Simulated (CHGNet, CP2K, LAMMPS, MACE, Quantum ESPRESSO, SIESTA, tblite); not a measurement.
# Bulk modulus two ways: amorphous SnO2 (108 atoms), QE, PBE

The cell holds 108 atoms (36 Sn and 72 O). Recipe: 108 atoms (36 Sn, 72 O) placed at random at 6.03 g/cm³, melted at 5000 K for 10 ps at fixed volume with the Morse and Coulomb pair potential with partial charges (Pedone, Malavasi, Menziani, Cormack and Segre, J. Phys. Chem. B 110, 11780 (2006)). Quenched from 5000 K to 300 K at 50 K/ps and fixed volume, held 10 ps at zero pressure, then minimised at fixed cell. Then the atoms were relaxed with MACE MPA-0 medium in the fixed cell.

Calculated with Quantum ESPRESSO 7.5: PBE; plane waves, SSSP efficiency, 60/480 Ry; k-points Γ. The cell is scaled evenly by ±3 % in volume, and MACE MPA-0 medium relaxes the atoms at each volume before the single point.

```
volume (Å³/atom)  energy less the middle row's (meV/atom)  pressure (GPa)
          13.071                                    7.574           4.462
          13.475                                    0.000           1.208
          13.880                                   -0.184          -1.490
```

**Question.** Find the bulk modulus at the middle volume from the pressures and from the energies, and check the printed pressure against the slope of the energy (1 meV/Å³ = 0.16022 GPa).

**Working.**

The step is h = 0.4043 Å³. From pressures: B = −V dP/dV = 13.475 × (4.462 − (-1.490)) / (2 × 0.4043) = 99.2 GPa.

From energies: B = V d²E/dV² = 13.475 × (7.574 + (-0.184)) / 0.4043² = 609.3 meV/Å³ = 97.6 GPa.

Slope: P = −dE/dV = −(-0.184 − (7.574)) / (2 × 0.4043) = 9.60 meV/Å³ = 1.54 GPa, against 1.21 GPa printed.

The two moduli agree within 2 %.

A central difference over ±3 % overstates P by about B(1 + B′)(0.03)²/6, some 0.07 GPa for B′ = 4. The atoms follow MACE MPA-0 medium, so this level's forces do work along the path, which enters the energies but not the printed pressures. A stress printed at a finite cutoff holds the number of plane waves fixed and tends to come out low, which is the sign found here.

Limits: three points, a static cell at zero temperature, the cell shape held; the modulus is that at 1.2 GPa, not at zero pressure.

[Logs are printed without paths, hosts, clocks, repeated set-up lines and the standing remarks that a program may print on its own settings, such as how far it seeks lower states.]

[Hosts, paths, dates, database ids (printed as entryN), source tags and the programs' standing remarks are cut or masked in the printed files.]
